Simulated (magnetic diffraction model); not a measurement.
**Magnetic neutron pattern of Ho3Sc2Ni6**

Space group Im-3m (no. 229), a = 9.0390 Å.

| site | atom | x | y | z |
| --- | --- | --- | --- | --- |
| 12e | Ho | 0.7080 | 0 | 0 |
| 24h | Ni | 1/2 | 0.1601 | 0.1601 |
| 8c | Sc | 1/4 | 1/4 | 1/4 |

The compound is invented for this exercise: a known structure type with other elements, its cell scaled to their sizes and not relaxed.

Only Ho is taken to order (form factors of Ho3+); orders and moment sizes are assumed, and not adapted to the symmetry. Radiation: neutrons of λ = 4.2 Å, 2° to 100°; isotropic B of 0.21 Å² (Ho), 0.33 Å² (Ni) and 0.39 Å² (Sc). Simulated constant-wavelength pattern: nuclear and magnetic terms add, the magnetic one as |2.695 fm × Σ f S⊥ exp(2πi Q·r) exp(−B s²)|², summed over all Q at one angle with the factor 1/(sin²θ cos θ). For a modulated order the moment at position r is S exp(−2πi k·r) + c.c., with S = m/2 for a sine wave of amplitude m and S = m(u + iv)/2 for moments turning in a plane, u and v being orthogonal unit vectors in it; the phase factor of the sum at Q = H + k is then exp(2πi H·r). Free-ion form factors, Sears's scattering lengths of 1992, no absorption; a label names one of the reflections at its angle. The strongest nuclear line in the range is 100, and lines under 0.2 are left out.

Assume the order k = (0 0 0.257), moments turning in the plane of [001] and [100], 8.6 μB on Ho; signs + at (0.7080, 0, 0), + at (0, 0.7080, 0), − at (0, 0, 0.2920), − at (0.2920, 0, 0), + at (0, 0.2920, 0), + at (0, 0, 0.7080).

Q: Where does magnetic intensity appear, and how strong is it?

```csv
2θ (°),index,nuclear,magnetic
6.85,(0 0 0.257),0.0,423.6
33.65,(1 0 0.743),0.0,162.9
38.36,(1 1 0),100.0,0.0
39.02,(1 1 0.257),0.0,80.7
43.82,(1 0 1.257),0.0,92.8
47.77,(0 0 1.743),0.0,11.7
55.38,(2 0 0),27.1,0.0
55.87,(2 0 0.257),0.0,38.3
62.86,(1 1 1.743),0.0,34.3
63.25,(0 0 2.257),0.0,7.1
66.38,(2 1 0.743),0.0,124.3
69.37,(2 1 1),8.8,0.0
73.16,(2 1 1.257),0.0,100.6
76.10,(2 0 1.743),0.0,25.9
76.46,(1 1 2.257),0.0,23.9
82.16,(2 2 0),4.8,0.0
82.57,(2 2 0.257),0.0,22.4
85.42,(1 0 2.743),0.0,21.9
88.95,(2 0 2.257),0.0,20.1
91.78,(3 0 0.743),0.0,34.3
94.56,(3 1 0),37.1,0.0
94.97,(3 1 0.257),0.0,42.4
98.17,(3 0 1.257),0.0,31.3
```

The strongest magnetic line in the range is (0 0 0.257) at 6.85° (423.6). On top of the Lorentz factor, which all lines share, magnetic lines fade with angle because f falls: for Ho3+ it is 0.96, 0.85, 0.71 and 0.44 at sin θ/λ = 0.1, 0.2, 0.3 and 0.5 Å⁻¹, while nuclear lengths stay constant. The order has no net moment.

[Logs are printed without paths, hosts, clocks, repeated set-up lines and the standing remarks that a program may print on its own settings, such as how far it seeks lower states.]
